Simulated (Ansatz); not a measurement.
**Ir(111) film, 1 layer, flat: channels in plane against thickness**

How does quantum confinement change the conductance of Ir(111) film, 1 layer, flat and thicker films?

Program: Ansatz 0.2.0. Level of theory: Ansatz plane-wave DFT, PBE, PAW files; ballistic transport by layer matching (Landauer), zero bias. Results are calculated unless marked as measured.

### Step 1. Starting point

The cell holds 2 atoms: 2 Ir. Its edges and angles: a = 11.000 Å, b = 2.715 Å, c = 4.702 Å, α = 90.0°, β = 90.0°, γ = 90.0°. It derives from Ir. Vacuum lies along a. The structure's axis is c.

### Step 2. With 1 layer

Vacuum lies along the first vector, which takes one k-point, and the current runs in the film's plane. One period is a perfect wire, so its channels are the result. Energies from -0.27 to 0.27 eV in steps of 0.036 eV cover the slope of the Fermi function at 300 K, so the program can form a conductance.

Input file input.yaml:

```yaml
crystal:
  lattice:
    - [11.0, 0.0, 0.0]
    - [0.0, 2.7148657757, 0.0]
    - [0.0, 0.0, 4.7022854592]
  atoms:
    - { symbol: Ir, position: [0.4090909091, 0.0, 0.0] }
    - { symbol: Ir, position: [0.4090909091, 0.5, 0.5] }
kpoints:
  mp_grid: { grid: [1, 15, 9] }
hamiltonian:
  xc: pbe
scf:
  occupations: { method: fermi_dirac, width: 0.1 }
output:
  transmission:
    leads: [[0, 0]]
    kmesh: [1, 46]
    e_range: [-0.27, 0.27]
    de: 0.036
```

Run with:

```
> ansatz run input.yaml --threads 4 --pin off --max-ram 8192MiB --backend cpu --events-out ev --progress --plain --runs-dir out
```

Numbers of over 12 decimals in the logs are rounded to 6 here.

The log of the run:

```text
Engine: ansatz 0.2.0, aarch64-unknown-linux-gnu
Pseudopotentials: kind: paw
Pseudopotential: Ir, paw, valence charge 17, recommended cutoff 420 eV (normal), Ir.paw.azcp
Functional definition: PBE
  parameter kappa = 0.804
  parameter beta = 0.066725
  exchange = pbe_x(kappa = kappa, mu = beta*pi^2/3)
  correlation = pbe_c(beta = beta)
Crystal: 2 atoms, lattice volume = 140.427 Å³
Basis set: ecut = 420 eV, 2743 PW (Γ)
Bands: 21, of which v1, the nominal top of the filled ones, is band 17 counted from 1 (16 counted from 0)
Symmetry: 16 space group operations
Space group: P6/mmm (ITA 191), of the structure as read, at distance tolerance 5.2e-5 Å
k-points: 40 of 135
Non-local potential: Ir, projectors of the file, l = 0: 3, l = 1: 2, l = 2: 2, l = 3: 1
PAW form: soft (Blöchl's): semilocal exchange-correlation on the pseudo side does not see the compensation charge
PAW one-centre angular grid: Ir, 590 points (default); XC on 64 Gauss nodes
Initial density: superposition of atomic densities (neutral atoms: chi_scale 0, normalization atom), corrected by the library's trained network
Initial wavefunctions: pseudopotential atomic-orbital guess
Functional: x = pbe(κ = 0.804, μ = 0.219515), c = pbe(β = 0.066725)
SCF iter   1: F=—  HF=-23866.784624 eV  |F-HF|=—  |Δ(HF+E_count)|=         —  Δρ=2.86e-3  dr2=6.69e-3  ethr=1.77e-3  ⟨swp⟩=6.9  Hψ=4026  notcnv=0
preconditioner: auto → LDOS  [metal: Δε(μ)=0.025 eV  Ē_g=4.918 eV  σ=0.100 eV  W_gap=0.06  n_scr=16 (ndim 8)  ℏωp=13.3 eV  f_vac=0.619  D(μ)=6.58/eV (n_scr^D=72)  β→1.0]
SCF iter   2: F=—  HF=-23866.798330 eV  |F-HF|=—  |Δ(HF+E_count)|=   1.37e-2  Δρ=7.61e-4  dr2=5.34e-4  ethr=1.97e-5  ⟨swp⟩=3.0  Hψ=2317  notcnv=0
SCF iter   3: F=—  HF=-23866.798455 eV  |F-HF|=—  |Δ(HF+E_count)|=   1.25e-4  Δρ=4.47e-4  dr2=2.54e-4  ethr=1.57e-6  ⟨swp⟩=2.1  Hψ=1527  notcnv=0
SCF iter   4: F=—  HF=-23866.798402 eV  |F-HF|=—  |Δ(HF+E_count)|=   5.36e-5  Δρ=1.67e-4  dr2=4.25e-5  ethr=7.48e-7  ⟨swp⟩=2.1  Hψ=1046  notcnv=0
SCF iter   5: F=—  HF=-23866.798391 eV  |F-HF|=—  |Δ(HF+E_count)|=   1.11e-5  Δρ=4.89e-5  dr2=4.70e-6  ethr=1.25e-7  ⟨swp⟩=2.5  Hψ=1422  notcnv=0
SCF iter   6: F=—  HF=-23866.798389 eV  |F-HF|=—  |Δ(HF+E_count)|=   1.08e-6  Δρ=1.24e-5  dr2=2.87e-7  ethr=1.38e-8  ⟨swp⟩=2.1  Hψ=1174  notcnv=0
SCF iter   7: F=-23866.798389 eV  HF=-23866.798389 eV  |F-HF|=3.30e-9  |Δ(HF+E_count)|=   6.12e-8  Δρ=2.85e-6  dr2=6.66e-9  ethr=2.94e-10  ⟨swp⟩=4.5  Hψ=2533  notcnv=0
SCF 1 converged in 7 iterations: F = -23866.798389 eV  dr2 = 6.66e-9
  greatest PAW one-centre occupation: 1.000 electrons in one spin orbital (limit 2), on the Ir atom at site 1 (counted from 0), in its partial waves of l = 0
transmission: 24 of 192 steps passed
transmission: 40 of 192 steps passed
[...]
transmission: 192 of 192 steps passed
SCF converged after 7 iterations
Free energy (F): -23866.798389 eV
Harris-Foulkes:  -23866.798389 eV  (|F-HF|=3.30e-9)
Internal energy: -23866.588677 eV  (E = F + TS)
E sigma→0 (E₀):  -23866.693533 eV
Entropy (-TS):   -0.209713 eV (-104.856 meV/atom)
Fermi energy:    -0.022776 eV
--- Per-component energies (eV) ---
  E_band       = -988.070926
  E_kinetic    = 1230.486002
  E_local      = -13331.127061  (includes V_loc(G=0)·N_el)
  E_nonlocal   = 148.566792
  E_hartree    = 6008.219874
  E_xc         = -527.503760
  E_vxc        = -588.551909  (∫ρ·V_xc dr)
  E_paw        = -18446.724780  (= ΣΔE_a)
  E_vpaw       = -463.879624  (= ΣTr[D̂ρ^β])
  E_aug_tail   = 0.000116  (compensation charges beyond the density's cutoff)
  E_ewald      = 1051.494141
  E_smearing   = -0.209713  (= −TS)
  E_closure    = 0.000000  (closes the sum)
  Σ components = -23866.798389   (vs F -23866.798389, Δ=0.00e0)
--- Band table (eV; the first three rows and the last of 40) ---
  k-point 0: bands = [... 13 lower, -1.8157, -0.1838, 0.0097, 0.8016, 0.8041, 1.6887, 2.1807, 2.7282]
  k-point 1: bands = [... 13 lower, -1.7733, -0.2441, 0.0320, 0.3607, 0.7782, 1.9753, 1.9908, 2.1400]
  k-point 2: bands = [... 13 lower, -1.6491, -0.4193, -0.3238, 0.0966, 0.5231, 0.7046, 1.4792, 2.8665]
  k-point 39: bands = [... 13 lower, -0.1808, -0.0586, 0.0148, 1.5672, 1.9718, 2.4482, 3.3334, 7.5772]
--- Transmission ---
  basis      : 261 plane waves across, 8 finite elements along
  points     : 24, standing for a mesh of 1 x 46
  filling    : by the input's occupations and mesh, since the crystals that have channels conduct as metals do. If one of these is a semiconductor, that mesh has misplaced its level
  energies   : 16 from -0.270000 to 0.270000 eV about the Fermi level, 0.036000 eV apart; the leads are filled to 0.000000 eV, and channels, transmission and decay are at 0.018000 eV
  crystal 0  : Ir2, at the sites [0, 0], period 4.7023 Å: whole cells are its period
    offset         : up to 0.0000 Å between an atom of the period and one for which it stands
    filled         : 37.7 meV over the level at which it is neutral
    channels       : 2.934783e0 a spin
    conductance    : 7.4816e14 S/m² at 300 K; may be off by some 0.0 % by where its bands' edges are placed, 7.5 % from the k-mesh, 3.3 % from the distance to neutral
```

The job ended after 3.7 min (4 threads of Arm Neoverse V1, shared host; peak memory 0.83 GiB).

Numbers from this step:

| Item | Value |
| --- | --- |
| free energy | -23866.7984 eV |
| energy at zero smearing | -23866.6935 eV |
| Fermi energy | -0.02278 eV |
| cell area | 29.86 Å² |
| estimated errors of the lead's conductance | 0, 7.5, 3.3 % (band edges, k-mesh, distance from neutral) |
| lead conductance per cell | 2.884 G₀ |

Per spin. Table of open channels, zone mean, lead by energy, zero at the Fermi level:

| energy (eV) | open channels, zone mean, lead |
| --- | --- |
| -0.270 | 3.52 |
| -0.234 | 3.57 |
| -0.198 | 3.52 |
| -0.162 | 3.57 |
| -0.126 | 3.11 |
| -0.090 | 3.37 |
| -0.054 | 2.98 |
| -0.018 | 2.89 |
| 0.018 | 2.93 |
| 0.054 | 2.74 |
| 0.090 | 2.61 |
| 0.126 | 2.52 |
| 0.162 | 2.35 |
| 0.198 | 2.30 |
| 0.234 | 2.39 |
| 0.270 | 2.17 |

The program's largest error estimate for it is 7.5 %, from the k-mesh.

### Step 3. With 2 layers, thickness 4.433 A

The film grows to 2 layers.

System of this step: Ir(111) film, 2 layers, flat. The cell holds 4 atoms: 4 Ir. Its edges and angles: a = 13.217 Å, b = 2.715 Å, c = 4.702 Å, α = 90.0°, β = 90.0°, γ = 90.0°. It derives from Ir. Vacuum lies along a. The structure's axis is c.

input.yaml, the sections that differ from step 2:

```yaml
crystal:
  lattice:
    - [13.2166786235, 0.0, 0.0]
    - [0.0, 2.7148657757, 0.0]
    - [0.0, 0.0, 4.7022854592]
  atoms:
    - { symbol: Ir, position: [0.3404788849, 0.0, 0.0] }
    - { symbol: Ir, position: [0.3404788849, 0.5, 0.5] }
    - { symbol: Ir, position: [0.5081971662, 0.0, 0.3333333333] }
    - { symbol: Ir, position: [0.5081971662, 0.5, 0.8333333333] }
# kpoints, hamiltonian, scf, output: as in step 2
```

The log of the run:

```text
[...]
Crystal: 4 atoms, lattice volume = 168.725 Å³
Basis set: ecut = 420 eV, 3307 PW (Γ)
Bands: 41, of which v1, the nominal top of the filled ones, is band 34 counted from 1 (33 counted from 0)
Symmetry: 8 space group operations
[...]
k-points: 40 of 135
[...]
k-point 39: bands = [... 30 lower, 5.2473, 5.3010, 6.0470, 6.3227, 6.4637, 6.5632, 6.6928, 7.4423, ... 3 higher]
--- Transmission ---
  basis      : 317 plane waves across, 10 finite elements along
  points     : 24, standing for a mesh of 1 x 46
[...]
crystal 0  : Ir4, at the sites [0, 0], period 4.7023 Å: whole cells are its period
[...]
filled         : 1.0 meV over the level at which it is neutral
    channels       : 3.369565e0 a spin
[...]
[key lines of the parts left out:]
SCF converged after 7 iterations
Free energy (F): -47737.639599 eV
Fermi energy:    5.020821 eV
```

Wall time 8 min (4 threads); peak memory 1.1 GiB; 26 min of CPU time.

Numbers from this step:

```
free energy                                : -47737.6396 eV
energy at zero smearing                    : -47737.5430 eV
Fermi energy                               : 5.021 eV
cell area                                  : 35.88 Å²
estimated errors of the lead's conductance : 0, 2.9, 0.1 % (band edges, k-mesh, distance from neutral)
lead conductance per cell                  : 3.354 G₀
```

Per spin. Open channels, zone mean, lead against energy, zero at the Fermi level:

| energy (eV) | open channels, zone mean, lead |
| --- | --- |
| -0.270 | 3.54 |
| -0.234 | 3.46 |
| -0.198 | 3.46 |
| -0.162 | 3.41 |
| -0.126 | 3.5 |
| -0.090 | 3.46 |
| -0.054 | 3.5 |
| -0.018 | 3.37 |
| 0.018 | 3.37 |
| 0.054 | 3.15 |
| 0.090 | 3.02 |
| 0.126 | 3.02 |
| 0.162 | 3.15 |
| 0.198 | 3.02 |
| 0.234 | 3.02 |
| 0.270 | 2.93 |

The lead conductance per cell is 3.35 G₀, 16 % over the 2.88 G₀ of the last finished run.

### Step 4. With 3 layers, thickness 6.65 A

The film grows to 3 layers.

System of this step: Ir(111) film, 3 layers, flat. The cell holds 6 atoms: 6 Ir. Cell: a = 15.433 Å, b = 2.715 Å, c = 4.702 Å, α = 90.0°, β = 90.0°, γ = 90.0°. It derives from Ir. Vacuum lies along a. The structure's axis is c.

input.yaml, the sections that differ from step 3:

```yaml
crystal:
  lattice:
    - [15.4333572471, 0.0, 0.0]
    - [0.0, 2.7148657757, 0.0]
    - [0.0, 0.0, 4.7022854592]
  atoms:
    - { symbol: Ir, position: [0.2915762221, 0.0, 0.0] }
    - { symbol: Ir, position: [0.2915762221, 0.5, 0.5] }
    - { symbol: Ir, position: [0.435205284, 0.0, 0.3333333333] }
    - { symbol: Ir, position: [0.435205284, 0.5, 0.8333333333] }
    - { symbol: Ir, position: [0.5788343459, 0.0, 0.6666666667] }
    - { symbol: Ir, position: [0.5788343459, 0.5, 0.1666666667] }
# kpoints, hamiltonian, scf, output: as in step 3
```

The log of the run:

```text
[...]
Crystal: 6 atoms, lattice volume = 197.023 Å³
Basis set: ecut = 420 eV, 3869 PW (Γ)
Bands: 62, of which v1, the nominal top of the filled ones, is band 51 counted from 1 (50 counted from 0)
Symmetry: 8 space group operations
[...]
k-points: 40 of 135
[...]
k-point 39: bands = [... 47 lower, 8.4846, 8.5144, 8.7158, 9.0205, 9.0663, 9.4646, 9.5054, 9.5904, ... 7 higher]
--- Transmission ---
  basis      : 375 plane waves across, 12 finite elements along
  points     : 24, standing for a mesh of 1 x 46
[...]
crystal 0  : Ir6, at the sites [0, 0], period 4.7023 Å: whole cells are its period
[...]
filled         : 3.2 meV over the level at which it is neutral
    channels       : 5.000000e0 a spin
[...]
[key lines of the parts left out:]
SCF converged after 7 iterations
Free energy (F): -71608.293011 eV
Fermi energy:    8.014491 eV
```

It took 17 min on 4 threads; peak memory 1.7 GiB.

This step gave:

* free energy: -71608.2930 eV
* energy at zero smearing: -71608.1542 eV
* Fermi energy: 8.014 eV
* cell area: 41.90 Å²
* estimated errors of the lead's conductance: 0, 3.9, 0.1 % (band edges, k-mesh, distance from neutral)
* lead conductance per cell: 4.973 G₀

Per spin. Open channels, zone mean, lead against energy, zero at the Fermi level:

| energy (eV) | open channels, zone mean, lead |
| --- | --- |
| -0.270 | 4.87 |
| -0.234 | 5.09 |
| -0.198 | 5.30 |
| -0.162 | 5.22 |
| -0.126 | 5.22 |
| -0.090 | 4.96 |
| -0.054 | 5.09 |
| -0.018 | 5 |
| 0.018 | 5 |
| 0.054 | 4.74 |
| 0.090 | 4.52 |
| 0.126 | 4.61 |
| 0.162 | 4.61 |
| 0.198 | 4.65 |
| 0.234 | 4.70 |
| 0.270 | 4.59 |

The lead conductance per cell is 4.97 G₀, 48 % over the 3.35 G₀ of the last finished run.

### Step 5. With 4 layers, thickness 8.867 A

The film grows to 4 layers.

System of this step: Ir(111) film, 4 layers, flat. The cell holds 8 atoms: 8 Ir. Cell: a = 17.650 Å, b = 2.715 Å, c = 4.702 Å, α = 90.0°, β = 90.0°, γ = 90.0°. It derives from Ir. Vacuum lies along a. The structure's axis is c.

input.yaml, the sections that differ from step 4:

```yaml
crystal:
  lattice:
    - [17.6500358706, 0.0, 0.0]
    - [0.0, 2.7148657757, 0.0]
    - [0.0, 0.0, 4.7022854592]
  atoms:
    - { symbol: Ir, position: [0.2549569889, 0.0, 0.0] }
    - { symbol: Ir, position: [0.2549569889, 0.5, 0.5] }
    - { symbol: Ir, position: [0.3805475905, 0.0, 0.3333333333] }
    - { symbol: Ir, position: [0.3805475905, 0.5, 0.8333333333] }
    - { symbol: Ir, position: [0.5061381922, 0.0, 0.6666666667] }
    - { symbol: Ir, position: [0.5061381922, 0.5, 0.1666666667] }
    - { symbol: Ir, position: [0.6317287938, 0.0, 0.0] }
    - { symbol: Ir, position: [0.6317287938, 0.5, 0.5] }
# kpoints, hamiltonian, scf, output: as in step 4
```

The log of the run:

```text
[...]
Crystal: 8 atoms, lattice volume = 225.322 Å³
Basis set: ecut = 420 eV, 4393 PW (Γ)
Bands: 82, of which v1, the nominal top of the filled ones, is band 68 counted from 1 (67 counted from 0)
Symmetry: 8 space group operations
[...]
k-points: 40 of 135
[...]
k-point 39: bands = [... 64 lower, 10.8601, 10.9865, 11.1900, 11.2200, 11.3022, 11.4852, 11.5735, 11.7502, ... 10 higher]
--- Transmission ---
  basis      : 423 plane waves across, 12 finite elements along
  points     : 24, standing for a mesh of 1 x 46
[...]
crystal 0  : Ir8, at the sites [0, 0], period 4.7023 Å: whole cells are its period
[...]
filled         : 13.7 meV under the level at which it is neutral
    channels       : 5.130435e0 a spin
[...]
[key lines of the parts left out:]
SCF converged after 8 iterations
Free energy (F): -95479.043262 eV
Fermi energy:    10.184264 eV
```

Run time: 29 min. Hardware: 4 threads; peak memory 2.2 GiB; 1.7 h of CPU time.

This step gave:

* free energy: -95479.0433 eV
* energy at zero smearing: -95478.9012 eV
* Fermi energy: 10.18 eV
* cell area: 47.92 Å²
* estimated errors of the lead's conductance: 0, 3.4, 0.1 % (band edges, k-mesh, distance from neutral)
* lead conductance per cell: 5.094 G₀

Per spin. Table of open channels, zone mean, lead by energy, zero at the Fermi level:

| energy (eV) | open channels, zone mean, lead |
| --- | --- |
| -0.270 | 5.43 |
| -0.234 | 5.52 |
| -0.198 | 5.52 |
| -0.162 | 5.35 |
| -0.126 | 5.13 |
| -0.090 | 5.17 |
| -0.054 | 5.17 |
| -0.018 | 5 |
| 0.018 | 5.13 |
| 0.054 | 5.04 |
| 0.090 | 4.96 |
| 0.126 | 4.83 |
| 0.162 | 5.11 |
| 0.198 | 5.17 |
| 0.234 | 5.13 |
| 0.270 | 5.13 |

The lead conductance per cell is 5.09 G₀, 2.4 % over the 4.97 G₀ of the last finished run, within the error estimates, leads' steps apart, of 3.9 and 3.4 %.

### Step 6. All levels side by side

Times are for 4 threads of Arm Neoverse V1, shared host. The runs compared:

| no. | layers | lead conductance per cell (G₀) | time | memory (GiB) |
| --- | --- | --- | --- | --- |
| 1 | 1 | 2.884 | 3.7 min | 0.83 |
| 2 | 2 | 3.354 | 8 min | 1.1 |
| 3 | 3 | 4.973 | 17 min | 1.7 |
| 4 | 4 | 5.094 | 29 min | 2.2 |

The runs together. Table of open channels, zone mean by energy, zero at the Fermi level:

| energy (eV) | 1 | 2 | 3 | 4 |
| --- | --- | --- | --- | --- |
| -0.270 | 3.52 | 3.54 | 4.87 | 5.43 |
| -0.234 | 3.57 | 3.46 | 5.09 | 5.52 |
| -0.198 | 3.52 | 3.46 | 5.30 | 5.52 |
| -0.162 | 3.57 | 3.41 | 5.22 | 5.35 |
| -0.126 | 3.11 | 3.5 | 5.22 | 5.13 |
| -0.090 | 3.37 | 3.46 | 4.96 | 5.17 |
| -0.054 | 2.98 | 3.5 | 5.09 | 5.17 |
| -0.018 | 2.89 | 3.37 | 5 | 5 |
| 0.018 | 2.93 | 3.37 | 5 | 5.13 |
| 0.054 | 2.74 | 3.15 | 4.74 | 5.04 |
| 0.090 | 2.61 | 3.02 | 4.52 | 4.96 |
| 0.126 | 2.52 | 3.02 | 4.61 | 4.83 |
| 0.162 | 2.35 | 3.15 | 4.61 | 5.11 |
| 0.198 | 2.30 | 3.02 | 4.65 | 5.17 |
| 0.234 | 2.39 | 3.02 | 4.70 | 5.13 |
| 0.270 | 2.17 | 2.93 | 4.59 | 5.13 |

(Continued in part 2 of 2.)

[Logs are printed without paths, hosts, clocks, repeated set-up lines and the standing remarks that a program may print on its own settings, such as how far it seeks lower states.]

[Hosts, paths, dates, database ids (printed as entryN), source tags and the programs' standing remarks are cut or masked in the printed files.]
